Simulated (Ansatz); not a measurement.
# LaScH6 (built on the sites of a database entry of LaAlH6): from the cell to its phonons, part 2 of 3

Aim: the vibrations of LaScH6 (built on the sites of a database entry of LaAlH6), their spectra, and whether the structure is stable.

Ansatz 0.2.0; DFT PBEsol, scalar-relativistic, plane waves, PAW.

So far. Step 4 (Relaxing to small forces for the phonons): The largest force component left is 0.074 meV/Å and the pressure is 0.000 GPa, within the tolerances set. The cell now holds 10.37 Å³/atom. The relaxed cell has a = 6.447, c = 6.911 Å (conventional setting).

The structure was built from a prototype and need not be the compound's stable phase.

**5. Linear response at the zone centre**

The zone centre comes first: it holds the modes that light can see, as far as symmetry allows. The response to a homogeneous field gives the Born charges and the dielectric tensor, and its change with displacement the Raman tensors.

File input.yaml:

```yaml
crystal:
  lattice:
    - [3.223427337, 1.8610466407, 2.3038321962]
    - [-3.223427337, 1.8610466407, 2.3038321962]
    - [0.0, -3.7220932814, 2.3038321962]
  atoms:
    - { symbol: La, position: [0.5, 0.5, 0.5] }
    - { symbol: Sc, position: [0.0, 0.0, 0.0] }
    - { symbol: H, position: [0.9627776117, 0.3260915299, 0.3260915299] }
    - { symbol: H, position: [0.3260915299, 0.9627776117, 0.3260915299] }
    - { symbol: H, position: [0.3260915299, 0.3260915299, 0.9627776117] }
    - { symbol: H, position: [0.0372223883, 0.6739084701, 0.6739084701] }
    - { symbol: H, position: [0.6739084701, 0.0372223883, 0.6739084701] }
    - { symbol: H, position: [0.6739084701, 0.6739084701, 0.0372223883] }
kpoints:
  mp_grid: { grid: [10, 10, 10] }
hamiltonian:
  xc: pbesol
scf:
  occupations: { method: fixed }
output:
  eigenvalues: true
phonons:
  method: dfpt
  dielectric: true
  rigid_motions: translations
  raman: true
```

Run with:

```bash
ansatz run input.yaml --threads 8 --pin off --max-ram 14336MiB --backend cpu --events-out ev --progress --plain --runs-dir out
```

Numbers of over 12 decimals in the logs are rounded to 6 here.

The program printed:

```text
[...]
Crystal: 8 atoms, lattice volume = 82.923 Å³
Basis set: ecut = 420 eV, 1639 PW (Γ), exchange–correlation on 60×60×60 points (8 copies of the dense FFT grid, shifted against one another)
Bands: 22, of which v1, the nominal top of the filled ones, is band 14 counted from 1 (13 counted from 0)
Symmetry: 12 space group operations
k-points: 504 of 1000 (irreducible under 1 space group operation, time reversal used)
[...]
SCF iter   1: F=—  HF=-8369.635301 eV  |F-HF|=—  |Δ(HF+E_count)|=         —  Δρ=9.59e-3  dr2=1.08e-1  ethr=1.77e-3  ⟨swp⟩=3.6  Hψ=41956  notcnv=0  defer=2540
[...]
SCF iter   8: F=-8369.604734 eV  HF=-8369.604734 eV  |F-HF|=0.00e0  |Δ(HF+E_count)|=  1.69e-10  Δρ=1.59e-7  dr2=2.44e-11  ethr=1.00e-12  ⟨swp⟩=12.6  Hψ=74046  notcnv=0
SCF 1 converged in 8 iterations: F = -8369.604734 eV  dr2 = 2.44e-11
[...]
NSCF: frozen V_eff on 2 k-points
DFPT response loops at Γ: preconditioner auto → Resta (q_TF=auto, 2.277 Å⁻¹)  ε∞=10.0 (no band partly filled); β = 1.00, the filter's whole step (`scf.mixing.beta` (0.50) is not read by the response loops at its default; to damp them type it under 1.00, their step now; it binds the ground state too); Broyden in place of MSR1
── the response to a field inside a basis, on 12×12×12 k-points: an SCF that follows is theirs, and a resumed run solves both again ──
Bands: 15, of which v1, the nominal top of the filled ones, is band 14 counted from 1 (13 counted from 0)
k-points: 182
[...]
Eigensolver: Dense (182 Hₖ)
SCF iter   1: F=—  HF=-8369.601317 eV  |F-HF|=—  |Δ(HF+E_count)|=         —  Δρ=2.55e-4  dr2=1.19e-5  ethr=1.00e-1
[...]
SCF iter   6: F=-8369.601328 eV  HF=-8369.601328 eV  |F-HF|=3.64e-12  |Δ(HF+E_count)|=  2.18e-11  Δρ=2.21e-7  dr2=5.23e-11  ethr=3.20e-12
SCF 1 converged in 6 iterations: F = -8369.601328 eV  dr2 = 5.23e-11
[...]
WARN: field response: ε∞ stands inside a basis, on 12×12×12 points; the force constants stand on the 10×10×10 k-mesh, whose period is 9.16 times the interband length at k = (0.0000, -0.5000, -0.5000), direct gap 0.596 eV, under 14: take them and everything formed from them as unconverged, and compare with a denser kpoints.mp_grid
SCF converged after 8 iterations
Free energy (F): -8369.604734 eV
[...]
Internal energy: -8369.604734 eV  (E = F + TS)
E sigma→0 (E₀):  -8369.604734 eV
Fermi energy:    6.674499 eV
[...]
--- Band table (eV; the first three rows and the last of 504) ---
  k-point 0: bands = [... 10 lower, 3.0971, 6.1936, 6.3526, 6.3526, 8.0172, 8.2213, 8.2213, 9.8095, ... 4 higher]
  k-point 1: bands = [... 10 lower, 3.1498, 6.0709, 6.1340, 6.2077, 8.1215, 8.2132, 8.3601, 9.8171, ... 4 higher]
  k-point 2: bands = [... 10 lower, 3.2826, 5.7009, 5.7998, 5.8540, 8.1664, 8.2779, 8.6852, 9.8340, ... 4 higher]
  k-point 503: bands = [... 10 lower, 4.0017, 4.1655, 4.5918, 4.5918, 8.8973, 9.4534, 9.4534, 9.8228, ... 4 higher]
--- Phonons (Γ-DFPT): 6 representative perturbations + reference, on 504 of 1000 k-points (Σ response iterations 18) ---
  k mesh reduced under 1 symmetry operation, with k and −k counted as one. Each operation leaves every solved perturbation unchanged. A smaller set is not considered because the run solves the response to a homogeneous field
  ASR residual: 2.045e-4 → 0.000e0 eV/Å²; symmetrization residual: 7.672e-7 eV/Å²
  ASR residual per site (eV/Å²): 2.05e-4 4.67e-5 1.23e-5 1.23e-5 1.34e-5 1.23e-5 1.23e-5 1.34e-5
  Γ frequencies (cm⁻¹): -482.89 -288.31 -288.31 0.00 0.00 0.00 231.31 268.88 268.88 565.67 643.43 643.43 679.52 679.52 704.00 940.90 940.90 975.30 1194.42 1202.56 1202.56 1364.26 1364.26 1428.37
  ε∞ (high-frequency dielectric tensor):
       12.137623    -0.000000     0.000000
       -0.000000    12.137623    -0.000000
        0.000000    -0.000000     9.415577
  softest optical mode at Γ: -482.89 cm⁻¹; the repairs (sum rule, projections) moved no ω² at Γ by more than (3.16 cm⁻¹)²
  Born effective charges Z* (e; rows j = field, columns β = displacement):
    site 0:
         4.04605    0.00000    0.00000
         0.00000    4.04605   -0.00000
         0.00000   -0.00000    3.84159
    site 1:
         4.02312   -0.00000    0.00000
        -0.00000    4.02312   -0.00000
         0.00000   -0.00000    3.74694
    site 2:
        -1.58612   -0.41787   -0.43086
        -0.41787   -1.10360   -0.24876
        -0.06519   -0.03764   -1.26475
    site 3:
        -1.58612    0.41787    0.43086
         0.41787   -1.10360   -0.24876
         0.06519   -0.03764   -1.26475
    site 4:
        -0.86235    0.00000   -0.00000
         0.00000   -1.82738    0.49752
        -0.00000    0.07527   -1.26475
    site 5:
        -1.58612   -0.41787   -0.43086
        -0.41787   -1.10360   -0.24876
        -0.06519   -0.03764   -1.26475
    site 6:
        -1.58612    0.41787    0.43086
         0.41787   -1.10360   -0.24876
         0.06519   -0.03764   -1.26475
    site 7:
        -0.86235    0.00000   -0.00000
         0.00000   -1.82738    0.49752
        -0.00000    0.07527   -1.26475
  Z* charge neutrality: 2.104e-3 e pre-enforcement
  solved inside a basis spanned on kpoints, on 12×12×12 k-points transformed towards the longest dipole: ε∞ is read to err by 5.5e-2, Z* by 3.7e-2 e (field_mesh: kpoints solves on kpoints); Z* is corrected for what the basis lacks
  Raman tensors (in the event stream and the table raman_tensors.tsv): an entry may err by 8.2e-1 Å², one of the second-order susceptibility by 2.7e-18 pm/V (basis, points and sum rule); their sum over the sites missed zero by 9.548e-15 Å² ahead of its enforcement
  optical modes at Γ without the LO–TO term, one row a degenerate level:
      ω (cm⁻¹)  modes    IR ((D/Å)²/amu)  static Raman (Å⁴/amu)  depolarisation
       -482.89      1             0.0000                 0.0000               —
       -288.31      2           243.5365                 0.0000               —
        231.31      1             1.6718                 0.0000               —
        268.88      2            98.1189                 0.0000               —
        565.67      1             0.0000                 0.0000               —
        643.43      2             0.0000             73313.7745           0.750
        679.52      2            94.9762                 0.0000               —
        704.00      1           164.9905                 0.0000               —
        940.90      2             0.0000             26986.7567           0.750
        975.30      1             0.0000             74580.0457           0.014
       1194.42      1            63.4389                 0.0000               —
       1202.56      2           180.1058                 0.0000               —
       1364.26      2             0.0000             50124.0512           0.750
       1428.37      1             0.0000             18349.5893           0.010
  optical modes at Γ + LO–TO along q̂ = [1.0000, 0.0000, 0.0000]:
      ω (cm⁻¹)  modes    IR ((D/Å)²/amu)  static Raman (Å⁴/amu)  depolarisation
       -482.89      1             0.0000                 0.0000               —
       -288.31      1           121.7683                 0.0000               —
         74.43      1             8.3182                 0.0000               —
        231.31      1             1.6718                 0.0000               —
        268.88      1            49.0595                 0.0000               —
        467.15      1            49.4315                 0.0000               —
        565.67      1             0.0000                 0.0000               —
        643.43      2             0.0000             73313.7745           0.750
        679.52      1            47.4881                 0.0000               —
        704.00      1           164.9905                 0.0000               —
        782.85      1            84.7206                 0.0000               —
        940.90      2             0.0000             26986.7567           0.750
        975.30      1             0.0000             74580.0457           0.014
       1194.42      1            63.4389                 0.0000               —
       1202.56      1            90.0529                 0.0000               —
       1309.16      1           165.8984                 0.0000               —
       1364.26      2             0.0000             50124.0512           0.750
       1428.37      1             0.0000             18349.5893           0.010
  optical modes at Γ + LO–TO along q̂ = [0.0000, 1.0000, 0.0000]:
      ω (cm⁻¹)  modes    IR ((D/Å)²/amu)  static Raman (Å⁴/amu)  depolarisation
       -482.89      1             0.0000                 0.0000               —
       -288.31      1           121.7683                 0.0000               —
         74.43      1             8.3182                 0.0000               —
        231.31      1             1.6718                 0.0000               —
        268.88      1            49.0595                 0.0000               —
        467.15      1            49.4315                 0.0000               —
        565.67      1             0.0000                 0.0000               —
        643.43      2             0.0000             73313.7745           0.750
        679.52      1            47.4881                 0.0000               —
        704.00      1           164.9905                 0.0000               —
        782.85      1            84.7206                 0.0000               —
        940.90      2             0.0000             26986.7567           0.750
        975.30      1             0.0000             74580.0457           0.014
       1194.42      1            63.4389                 0.0000               —
       1202.56      1            90.0529                 0.0000               —
       1309.16      1           165.8984                 0.0000               —
       1364.26      2             0.0000             50124.0512           0.750
       1428.37      1             0.0000             18349.5893           0.010
  optical modes at Γ + LO–TO along q̂ = [0.0000, 0.0000, 1.0000]:
      ω (cm⁻¹)  modes    IR ((D/Å)²/amu)  static Raman (Å⁴/amu)  depolarisation
       -482.89      1             0.0000                 0.0000               —
       -288.31      2           243.5365                 0.0000               —
        235.85      1             0.3605                 0.0000               —
        268.88      2            98.1189                 0.0000               —
        565.67      1             0.0000                 0.0000               —
        643.43      2             0.0000             73313.7745           0.750
        679.52      2            94.9762                 0.0000               —
        918.96      1            86.7106                 0.0000               —
        940.90      2             0.0000             26986.7567           0.750
        975.30      1             0.0000             74580.0457           0.014
       1202.56      2           180.1058                 0.0000               —
       1305.46      1           143.0299                 0.0000               —
       1364.26      2             0.0000             50124.0512           0.750
       1428.37      1             0.0000             18349.5893           0.010
```

Run time: 3.9 min. Hardware: 8 threads of Intel Xeon Platinum 8259CL at 2.50GHz (Skylake/Cascade Lake), shared host; peak memory 4.2 GiB.

Reading the cycles: dr2 is the Hartree energy of the density residual (eV), the measure of convergence; HF is the Harris–Foulkes estimate of the energy, which meets the free energy F at convergence.

This step gave:

```
sum-rule residual before enforcement                    : 2.05e-4 eV/Å²
miss of the charge sum rule                             : 0.002104 e
estimated error of the dielectric tensor                : 0.05480
estimated error of the Born charges                     : 0.03662 e
point group                                             : -3m
highest optical mode at the zone centre (no LO-TO term) : 1428 cm⁻¹
lowest optical zone-centre mode                         : -482.9 cm⁻¹
mean high-frequency dielectric constant                 : 11.23
largest Born charge (third of the trace)                : 3.978 e
top of the zone-centre spectrum with the field          : 1428 cm⁻¹
```

Without the LO-TO term. Patterns of degenerate modes are one choice out of their space. Modes at Γ, with each element's share of the kinetic energy (negative means imaginary):

| mode | frequency (cm⁻¹) | symmetry | La % | Sc % | H % |
| --- | --- | --- | --- | --- | --- |
| 1 | -482.9 | A2g | 0 | 0 | 100 |
| 2 | -288.3 | Eu | 4 | 34 | 62 |
| 3 | -288.3 | Eu | 4 | 34 | 62 |
| 4 | 0.0 | acoustic | 73 | 24 | 3 |
| 5 | 0.0 | acoustic | 73 | 24 | 3 |
| 6 | 0.0 | acoustic | 73 | 24 | 3 |
| 7 | 231.3 | A2u | 26 | 70 | 4 |
| 8 | 268.9 | Eu | 23 | 41 | 37 |
| 9 | 268.9 | Eu | 23 | 41 | 37 |
| 10 | 565.7 | A1u | 0 | 0 | 100 |
| 11 | 643.4 | Eg | 0 | 0 | 100 |
| 12 | 643.4 | Eg | 0 | 0 | 100 |
| 13 | 679.5 | Eu | 0 | 0 | 100 |
| 14 | 679.5 | Eu | 0 | 0 | 100 |
| 15 | 704.0 | A2u | 0 | 3 | 96 |
| 16 | 940.9 | Eg | 0 | 0 | 100 |
| 17 | 940.9 | Eg | 0 | 0 | 100 |
| 18 | 975.3 | A1g | 0 | 0 | 100 |
| 19 | 1194.4 | A2u | 0 | 3 | 97 |
| 20 | 1202.6 | Eu | 0 | 2 | 98 |
| 21 | 1202.6 | Eu | 0 | 2 | 98 |
| 22 | 1364.3 | Eg | 0 | 0 | 100 |
| 23 | 1364.3 | Eg | 0 | 0 | 100 |
| 24 | 1428.4 | A1g | 0 | 0 | 100 |

Displacements in mode 1 (-482.9 cm⁻¹), the largest set to 1:
```
La1  0.00  0.00  0.00
Sc2  0.00  0.00  0.00
H3   0.50 -0.87  0.00
H4   0.50  0.87  0.00
H5  -1.00  0.00  0.00
H6  -0.50  0.87  0.00
H7  -0.50 -0.87  0.00
H8   1.00  0.00  0.00
```

Displacements in mode 24 (1428.4 cm⁻¹), the largest set to 1:
```
La1  0.00  0.00  0.00
Sc2  0.00  0.00  0.00
H3   0.87  0.50 -0.75
H4  -0.87  0.50 -0.75
H5   0.00 -1.00 -0.75
H6  -0.87 -0.50  0.75
H7   0.87 -0.50  0.75
H8   0.00  1.00  0.75
```

Optical modes at the zone centre, without and with the macroscopic field of the longitudinal modes; each column is sorted by frequency, so a row need not hold one and the same mode. Modes with and without the field, by row:

| rank among optical modes | no field (cm⁻¹) | q along (1, 0, 0) (cm⁻¹) | q along (0, 0, 1) (cm⁻¹) |
| --- | --- | --- | --- |
| 1 | -482.9 | -482.9 | -482.9 |
| 2 | -288.3 | -288.3 | -288.3 |
| 3 | -288.3 | 74.4 | -288.3 |
| 4 | 231.3 | 231.3 | 235.8 |
| 5 | 268.9 | 268.9 | 268.9 |
| 6 | 268.9 | 467.1 | 268.9 |
| 7 | 565.7 | 565.7 | 565.7 |
| 8 | 643.4 | 643.4 | 643.4 |
| 9 | 643.4 | 643.4 | 643.4 |
| 10 | 679.5 | 679.5 | 679.5 |
| 11 | 679.5 | 704 | 679.5 |
| 12 | 704 | 782.9 | 919 |
| 13 | 940.9 | 940.9 | 940.9 |
| 14 | 940.9 | 940.9 | 940.9 |
| 15 | 975.3 | 975.3 | 975.3 |
| 16 | 1194 | 1194 | 1203 |
| 17 | 1203 | 1203 | 1203 |
| 18 | 1203 | 1309 | 1306 |
| 19 | 1364 | 1364 | 1364 |
| 20 | 1364 | 1364 | 1364 |
| 21 | 1428 | 1428 | 1428 |

Born charge (rows field, columns displacement) (e), principal values of the symmetric part by kind of site:

| atom | atoms with these values | low | middle | high | mean |
| --- | --- | --- | --- | --- | --- |
| La1 | 1 | 3.84 | 4.05 | 4.05 | 3.98 |
| Sc2 | 1 | 3.75 | 4.02 | 4.02 | 3.93 |
| H3 | 6 | -1.95 | -1.14 | -0.86 | -1.32 |

In full for H3:

```
-1.59 -0.42 -0.43
-0.42 -1.10 -0.25
-0.07 -0.04 -1.26
```

High-frequency dielectric tensor:

```
12.14  0.00  0.00
 0.00 12.14  0.00
 0.00  0.00  9.42
```

Transverse modes; imaginary modes are left out. Infrared lines, with heights relative to the strongest:

| position (cm⁻¹) | label | relative intensity |
| --- | --- | --- |
| 231 | A2u | 0.9 |
| 269 | Eu | 54 |
| 566 | A1u | 0.0 |
| 643 | Eg | 0.0 |
| 680 | Eu | 53 |
| 704 | A2u | 92 |
| 941 | Eg | 0.0 |
| 975 | A1g | 0.0 |
| 1194 | A2u | 35 |
| 1203 | Eu | 100 |
| 1364 | Eg | 0.0 |
| 1428 | A1g | 0.0 |

Activity x (w_L - w)^4 (n + 1)/w, 532 nm, 300 K; imaginary modes are left out; the tensors are static ones, while 532 nm light lies above the computed direct gap, where resonance would change the heights; modes without the macroscopic field alone. Lines of the Raman spectrum (strongest = 100):

| position (cm⁻¹) | label | relative intensity |
| --- | --- | --- |
| 231 | A2u | 0.0 |
| 269 | Eu | 0.0 |
| 566 | A1u | 0.0 |
| 643 | Eg | 100 |
| 680 | Eu | 0.0 |
| 704 | A2u | 0.0 |
| 941 | Eg | 23 |
| 975 | A1g | 60 |
| 1194 | A2u | 0.0 |
| 1203 | Eu | 0.0 |
| 1364 | Eg | 26 |
| 1428 | A1g | 9.0 |

Before it was imposed, the acoustic sum rule was missed by 2.0e-4 eV/Å² and the charge sum rule by 0.0021 e. Small misses are needed for a sound result but don't prove that mesh and cutoff are converged. The lowest optical mode is imaginary, 482.9i cm⁻¹, so the energy falls along it.

The log warns of the k mesh: “the force constants stand on the 10×10×10 k-mesh, whose period is 9.16 times the interband length at k = (0.0000, -0.5000, -0.5000), direct gap 0.596 eV, under 14: take them and everything formed from them as unconverged”.

[end of part 2 of 3]

[Logs are printed without paths, hosts, clocks, repeated set-up lines and the standing remarks that a program may print on its own settings, such as how far it seeks lower states.]

[Hosts, paths, dates, database ids (printed as entryN), source tags and the programs' standing remarks are cut or masked in the printed files.]
